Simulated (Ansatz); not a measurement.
# La on Cu(100): change of the work function, part 2 of 2

Wanted: Δφ(θ) for La/Cu(100), starting from the hollow site.

Ansatz 0.2.0; plane-wave DFT, PBE, Ansatz PAW.

So far, work function, upper face (eV): step 2 (the clean slab) 4.57; step 3 (37 atoms, coverage 0.111 ML, cell 3x3) 2.40.

## (4) Adsorbate added, k-mesh 6×6×1, coverage 0.25 ML

System of this step: La/Cu(100). The cell holds 17 atoms: 16 Cu and 1 La. Cell: a = 5.105 Å, b = 5.105 Å, c = 26.407 Å, α = 90.0°, β = 90.0°, γ = 90.0°. Vacuum lies along c.

Another coverage, to see how the dipoles act on each other as their distance changes.

The input, input.yaml:

```yaml
crystal:
  lattice:
    - [5.1053109602, 0.0, 0.0]
    - [0.0, 5.1053109602, 0.0]
    - [0.0, 0.0, 26.4069398202]
  atoms:
    - { symbol: Cu, position: [0.25, 0.25, 0.340819499] }
    - { symbol: Cu, position: [0.0, 0.0, 0.409172743] }
    - { symbol: Cu, position: [0.25, 0.25, 0.4787124146] }
    - { symbol: Cu, position: [0.0, 0.0, 0.5459916804] }
    - { symbol: Cu, position: [0.25, 0.75, 0.340819499] }
    - { symbol: Cu, position: [0.0, 0.5, 0.409172743] }
    - { symbol: Cu, position: [0.25, 0.75, 0.4787124146] }
    - { symbol: Cu, position: [0.0, 0.5, 0.5459916804] }
    - { symbol: Cu, position: [0.75, 0.25, 0.340819499] }
    - { symbol: Cu, position: [0.5, 0.0, 0.409172743] }
    - { symbol: Cu, position: [0.75, 0.25, 0.4787124146] }
    - { symbol: Cu, position: [0.5, 0.0, 0.5459916804] }
    - { symbol: Cu, position: [0.75, 0.75, 0.340819499] }
    - { symbol: Cu, position: [0.5, 0.5, 0.409172743] }
    - { symbol: Cu, position: [0.75, 0.75, 0.4787124146] }
    - { symbol: Cu, position: [0.5, 0.5, 0.5459916804] }
    - { symbol: La, position: [0.25, 0.25, 0.659180501] }
kpoints:
  mp_grid: { grid: [6, 6, 1] }
hamiltonian:
  xc: pbe
scf:
  occupations: { method: fermi_dirac, width: 0.1 }
  convergence: { dr2_threshold: 1.0e-08 }
efield:
  axis: 3
  dipole_correction: true
  ramp_position: 0.97
  ramp_width: 0.06
relax:
  f_tol: 0.02
  max_steps: 60
  constraints: [{ sites: [0, 1, 4, 5, 8, 9, 12, 13] }]
output:
  dos: { projected: true, e_range: [-8, 4] }
  write_potential: true
  write_density: true
  volumetric_format: npy
  elf: true
```

Launch:

```console
> ansatz run input.yaml --threads 4 --pin off --max-ram 16384MiB --backend cpu --events-out ev --progress --plain --runs-dir out
```

Wall time 7.7 min (4 threads of Arm Neoverse V1, shared host); peak memory 3.3 GiB; 30 min of CPU time.

Relaxation path:

```
step  energy less that of the first step (eV)  largest force component (eV/Å)
   1                                   0.0000                          1.7588
   2                                  -0.3913                          1.7357
   3                                  -0.7790                          1.4324
   4                                  -1.0241                          0.7113
   5                                  -1.0915                          0.2104
   6                                  -1.1010                          0.0875
   7                                  -1.1027                          0.0015
```

Forces are held to the 8 operations that the run works with; a distortion that breaks them can't arise in this run.

The atoms that moved most (Å):

```
atom      dx      dy      dz  length
La17   0.000   0.000  -0.800   0.800
Cu16   0.028   0.028   0.050   0.063
Cu12   0.028  -0.028   0.050   0.063
 Cu8  -0.028   0.028   0.050   0.063
 Cu4  -0.028  -0.028   0.050   0.063
Cu15   0.000   0.000  -0.047   0.047
 Cu3   0.000   0.000   0.024   0.024
```

The relaxed structure:

```cif
data_structure
_symmetry_space_group_name_H-M 'P 1'
_symmetry_Int_Tables_number 1
_cell_length_a 5.1053
_cell_length_b 5.1053
_cell_length_c 26.4069
_cell_angle_alpha 90.000
_cell_angle_beta 90.000
_cell_angle_gamma 90.000
_cell_volume 688.28
loop_
_atom_site_label
_atom_site_type_symbol
_atom_site_fract_x
_atom_site_fract_y
_atom_site_fract_z
_atom_site_occupancy
Cu1 Cu 0.25000 0.25000 0.34082 1
Cu2 Cu 0.00000 0.00000 0.40917 1
Cu3 Cu 0.25000 0.25000 0.47963 1
Cu4 Cu 0.99459 0.99459 0.54789 1
Cu5 Cu 0.25000 0.75000 0.34082 1
Cu6 Cu 0.00000 0.50000 0.40917 1
Cu7 Cu 0.25000 0.75000 0.47862 1
Cu8 Cu 0.99459 0.50541 0.54789 1
Cu9 Cu 0.75000 0.25000 0.34082 1
Cu10 Cu 0.50000 0.00000 0.40917 1
Cu11 Cu 0.75000 0.25000 0.47862 1
Cu12 Cu 0.50541 0.99459 0.54789 1
Cu13 Cu 0.75000 0.75000 0.34082 1
Cu14 Cu 0.50000 0.50000 0.40917 1
Cu15 Cu 0.75000 0.75000 0.47693 1
Cu16 Cu 0.50541 0.50541 0.54789 1
La17 La 0.25000 0.25000 0.62890 1
```

Numbers from this step:

```
energy at zero smearing        : -112248.2567 eV
work function, upper face      : 2.541 eV
work function, lower face      : 4.535 eV
dipole along the normal        : 0.2872 e·Å
step between the vacuum levels : -1.994 eV
```

Running mean over 1.805 Å of the planar mean; the ramp of the sawtooth is left out. The electron's electrostatic potential energy less the Fermi level by z:

```
z (Å)  electron's electrostatic potential energy less the Fermi level (eV)
  3.5                                                                 4.54
  4.0                                                                 4.53
  4.5                                                                 4.53
  5.0                                                                 4.53
  5.5                                                                 4.52
  6.0                                                                 4.50
  6.5                                                                 4.40
  7.0                                                                 4.06
  7.5                                                                 2.69
  8.0                                                                -1.45
  8.5                                                                -6.19
  9.0                                                                -8.29
  9.5                                                                -8.62
 10.0                                                                -8.72
 10.5                                                                -8.78
 11.0                                                                -8.75
 11.5                                                                -8.59
 12.0                                                                -8.58
 12.5                                                                -8.72
 13.0                                                                -8.67
 13.5                                                                -8.57
 14.0                                                                -8.65
 14.5                                                                -8.60
 15.0                                                                -7.07
 15.5                                                                -4.17
 16.0                                                                -2.58
 16.5                                                                -3.22
 17.0                                                                -3.01
 17.5                                                                -1.55
 18.0                                                                0.246
 18.5                                                                 1.52
 19.0                                                                 2.07
 19.5                                                                 2.33
 20.0                                                                 2.44
 20.5                                                                 2.50
 21.0                                                                 2.52
 21.5                                                                 2.53
 22.0                                                                 2.54
 22.5                                                                 2.54
 23.0                                                                 2.54
```

The density of states has structure finer than the step of the table below, so its rows give means over 0.25 eV, whole bins alone (the curve runs from -8 to 1.98 eV). Peaks (eV: height): -3.010: 92.4, -2.950: 87.3, -2.830: 90.9, -2.470: 83.4, -1.770: 83.0, -1.680: 82.5, 0.810: 134.

Density of states against energy, zero at the Fermi level; means over each step:

```
energy (eV)  density of states (states/eV a cell)
      -7.75                                  1.15
      -7.50                                  1.23
      -7.25                                  1.32
      -7.00                                  2.59
      -6.75                                  2.91
      -6.50                                  2.08
      -6.25                                  2.58
      -6.00                                  2.96
      -5.75                                  3.93
      -5.50                                  3.73
      -5.25                                  5.17
      -5.00                                  7.77
      -4.75                                  12.4
      -4.50                                  20.5
      -4.25                                  24.4
      -4.00                                  40.6
      -3.75                                  30.5
      -3.50                                  37.1
      -3.25                                  49.3
      -3.00                                  62.4
      -2.75                                  54.6
      -2.50                                  58.7
      -2.25                                  60.8
      -2.00                                  62.0
      -1.75                                  69.7
      -1.50                                  43.7
      -1.25                                  10.9
      -1.00                                  8.53
      -0.75                                  5.66
      -0.50                                  6.46
      -0.25                                  8.81
       0.00                                  7.25
       0.25                                  7.56
       0.50                                  10.1
       0.75                                  50.4
       1.00                                  20.9
       1.25                                  10.9
       1.50                                  6.63
       1.75                                  6.78
```

Projected DOS per atom over height of the atomic layer and energy from the Fermi level. Layers: Cu4 Cu4 Cu4 Cu4 La from below.

Values in states/eV, 22 rows by 5 columns, each cell a mean:
```
 0.1  0.2  0.2  0.1  2.0
 0.2  0.2  0.2  0.2  4.2
 0.2  0.2  0.2  0.3 31.8
 0.2  0.3  0.2  0.2  4.8
 0.3  0.3  0.3  0.2  2.1
 0.3  0.3  0.3  0.2  1.4
 0.6  0.4  0.4  0.2  0.9
 3.6  2.1  1.5  0.6  0.4
 5.6  3.8  4.5  2.4  0.5
 4.7  2.9  3.5  4.4  0.7
 3.2  3.3  3.4  4.6  0.6
 2.0  2.8  2.7  4.3  0.6
 1.3  2.3  1.6  2.7  0.2
 1.0  2.7  2.5  1.8  0.2
 0.5  1.2  1.3  1.0  0.2
 0.3  0.5  0.6  0.4  0.1
 0.2  0.3  0.3  0.2  0.1
 0.1  0.3  0.3  0.2  0.0
 0.1  0.2  0.2  0.1  0.0
 0.1  0.2  0.2  0.2  0.1
 0.0  0.1  0.1  0.0  0.0
 0.0  0.1  0.1  0.0  0.0
```
Columns: height of the atomic layer (Å) from 9 to 16.6 (not evenly spaced); rows upwards: energy from the Fermi level (eV) from -7.96 to 1.95.

Valence density in the ca plane at fractional y = 0.250, with atoms of Cu and La within 0.2 Å of it. It is the smooth field of the valence electrons, not physical close to the nuclei.

Values in e/Å³, 8 rows by 16 columns, each cell a mean:
```
 0  1  0  0  0  1  0  0  0  0  0  0  0  0  0  0
 0 19  4  0  2 21  0  0  0  0  0  0  0  0  0  0
 0 11  2  0  1 12  0  0  0  0  0  0  0  0  0  0
 0  0  0  0  0  0  0  0  0  0  0  0  0  0  0  0
 0  1  0  0  0  1  0  0  1  1  0  0  0  0  0  0
 0 19  4  0  2 21  1  0  1  2  1  0  0  0  0  0
 0 11  2  0  1 12  0  0  1  2  0  0  0  0  0  0
 0  0  0  0  0  0  0  0  0  1  0  0  0  0  0  0
```
Columns run along c (16.0 Å, from fractional 0.29 to 0.89 of the cell), rows up along a (5.1 Å). Atoms in or near the plane, at fractional coordinates: Cu at (0.34, 0.25), Cu at (0.48, 0.25), Cu at (0.34, 0.75), Cu at (0.48, 0.75), La at (0.63, 0.25).

Electrostatic potential energy in the ca plane at fractional y = 0.250, with atoms of Cu and La within 0.2 Å of it. With pseudopotentials it is smooth inside the atoms' cores, unlike the true potential.

Ten even steps from '0' (-48 eV) to '9' (6 eV), each cell a mean:
```
99988899999998889999999998899999999999999999
99853379999985337999999999999999999999999999
99610038999961004899999999999999999999999999
99610038999960003899999999999999999999999999
99731158999973015899999999999999999999999999
99976689999997668999999999999999999999999999
99999999999999999999999988889999999999999999
99988899999998889999998765578999999999999999
99853379999985336999998510147899999999999999
99610038999971003899997213116899999999999999
99610038999961002899996215215899999999999999
99731158999983115899997401026899999999999999
99976689999997668999998642368899999999999999
99999999999999999999999877788999999999999999
```
Columns run along c (16.0 Å, from fractional 0.29 to 0.89 of the cell; values clipped at the 3rd and 97th percentile), rows up along a (5.1 Å). Atoms in or near the plane, at fractional coordinates: Cu at (0.34, 0.25), Cu at (0.48, 0.25), Cu at (0.34, 0.75), Cu at (0.48, 0.75), La at (0.63, 0.25).

ELF in the ca plane at fractional y = 0.250, with atoms of Cu and La within 0.2 Å of it. It is the smooth field of the valence electrons, not physical close to the nuclei.

Ten even steps from '0' (0.00) to '9' (0.84), each cell a mean:
```
12222223222332222332333211110112211000000000
11122222222222322233333311001122211000000000
11237622222224762122233322111222211000000000
11249722222224972122233332112222211000000000
11124422222222432223333321111122211000000000
12222222222322222232333210000112211000000000
12222233222332223332333223321111211000000000
12222223222332222333332479974111111100000000
11122222222222222233323798997311111100000000
11237622222223762123324862598411111100000000
11249722222224973123224850398411111100000000
11124422222222442233323886898311111100000000
12222222222322222233333589995211111100000000
12222233222332223332333246642111211000000000
```
Columns run along c (16.0 Å, from fractional 0.29 to 0.89 of the cell), rows up along a (5.1 Å). Atoms in or near the plane, at fractional coordinates: Cu at (0.34, 0.25), Cu at (0.48, 0.25), Cu at (0.34, 0.75), Cu at (0.48, 0.75), La at (0.63, 0.25).

The relaxation took 7 steps and lowered the energy by 1.1 eV; the largest force on the free atoms ends at 0.0015 eV/Å.

By hand: a sheet of dipoles makes a step −p/(ε₀A) in the electron's potential. With e/ε₀ = 180.95 V·Å, p = 0.2872 e·Å and A = 26.06 Å², that is −180.95 × (0.2872) / 26.06 = -1.994 eV, and the two vacuum levels of the run differ by -1.994 eV.

The covered face has 2.54 eV, -2.03 eV against the clean one; the bare back face has moved by -0.05 eV, a measure of how thin the slab is.

## (5) Work function against coverage

This step: plane-wave DFT, PBE, Ansatz PAW; work function against coverage (Ansatz 0.2.0).

The runs are now put side by side.

This step gave:

```yaml
work_function_of_the_clean_face: 4.571 eV
largest_change_of_the_work_function: -2.171 eV
```

The work function of the covered face by coverage:

```
coverage (adsorbates/nm²)  work function of the covered face (eV)
                     0.00                                    4.57
                     1.71                                    2.40
                     3.84                                    2.54
```

The dipole per adsorbate comes from the change of the cell's dipole. Coverage, by row:

```
coverage (1/nm²)  coverage (ML)  work function (eV)  change (eV)  dipole per adsorbate, positive end outwards (debye)  mean height of the added atoms over the highest substrate atom (Å)
           1.705         0.1111                 2.4       -2.171                                                3.337                                                               2.029
           3.837           0.25               2.541       -2.029                                                1.372                                                               2.139
```

## (6) What came out

| Quantity | Value |
| --- | --- |
| work function of the clean face | 4.57 eV |
| work function at 0.11 ML | 2.40 eV |
| work function at 0.25 ML | 2.54 eV |
| dipole per adsorbate at 0.11 ML, positive end outwards | 3.34 D |

**Reading.** La lowers the work function of Cu(100) at the lowest coverage, by 2.17 eV: the adsorbate layer has its positive end outwards. The slab has 4 layers, at the tabulated experimental lattice constant, one starting site was run, and quantum-size effects of a slab this thin can reach one or two tenths of an eV. The main runs have no spin polarisation; a magnetic state could lie lower and would change these results.

[Logs are printed without paths, hosts, clocks, repeated set-up lines and the standing remarks that a program may print on its own settings, such as how far it seeks lower states.]

[Hosts, paths, dates, database ids (printed as entryN), source tags and the programs' standing remarks are cut or masked in the printed files.]

[Maps of the electrostatic potential energy from Ansatz leave out the sawtooth potential of an applied field or a dipole correction, so their vacuum need not be flat; planar profiles and work functions include it.]

[The density of states shown here was stored with 400 of the rows of the run's finer table, so its peaks can read low, often by over a quarter, or be missed, and its means over a window can be off by a tenth or more.]
